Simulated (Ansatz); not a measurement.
# H2CClF: which shell does photoemission see at 21.2 and 150 eV? (PBEsol)

The valence band of H2CClF mixes several shells. Work out by hand which one leads the spectrum's area at each photon energy.

Filled states come from the projected DOS of Ansatz 0.2.0 (PBEsol, plane waves); cross sections σ and asymmetry parameters β are those of free atoms in a Dirac–Hartree–Slater calculation. A shell's area is states × σ × angular factor, which is 1 + β·P₂(cos θ) for linear light, with θ = 30° from the polarisation and P₂ = 0.625.

**At 21.2 eV** (states counted from 11.2 eV below the zero; other shells add 1.7 to the products' sum of 125):

```
shell  filled states a cell  cross section (Mb an electron)     β  angular factor  product  share by hand (%)  share in the simulated spectrum (%)
Cl 3s                  1.02                               0  0.00            1.00        0                  0                                    0
Cl 3p                 10.27                            2.72  1.77            2.10     58.8                 47                                   47
 F 2p                 10.68                            2.03  0.40            1.25       27                 22                                   22
 C 2p                  5.04                            2.74  1.32            1.83     25.2                 20                                   20
 H 1s                  2.87                            1.88  2.00            2.25     12.1                 10                                   10
```

**At 150 eV** (states counted from 25.3 eV below the zero; other shells add 1.8 to the products' sum of 7.85):

```
shell  filled states a cell  cross section (Mb an electron)     β  angular factor  product  share by hand (%)  share in the simulated spectrum (%)
Cl 3s                  3.74                          0.0785  2.00            2.25     0.66                  8                                    8
Cl 3p                 10.37                          0.0883  1.57            1.98     1.82                 23                                   23
 F 2p                 10.83                           0.157  1.49            1.93     3.28                 42                                   42
 C 2p                  5.76                          0.0236  1.29            1.80    0.245                  3                                    3
 H 1s                  3.10                         0.00547  2.00            2.25   0.0381                  0                                    0
```

Cl 3p leads at 21.2 eV and F 2p at 150 eV. Between the two energies σ of Cl 3p changes by a factor 0.032 and that of F 2p by 0.077, so their ratio moves 2.4-fold in favour of the second. The simulated spectrum uses the same rule on the energy-resolved DOS, so the two share columns agree within a few points.

Only crystals where the two columns agree within 4 points and the lead is clear are worked in this form. Free-atom cross sections ignore the solid's final states, no escape depth or background enters, and the count of states a shell hangs on the projection.

[Logs are printed without paths, hosts, clocks, repeated set-up lines and the standing remarks that a program may print on its own settings, such as how far it seeks lower states.]
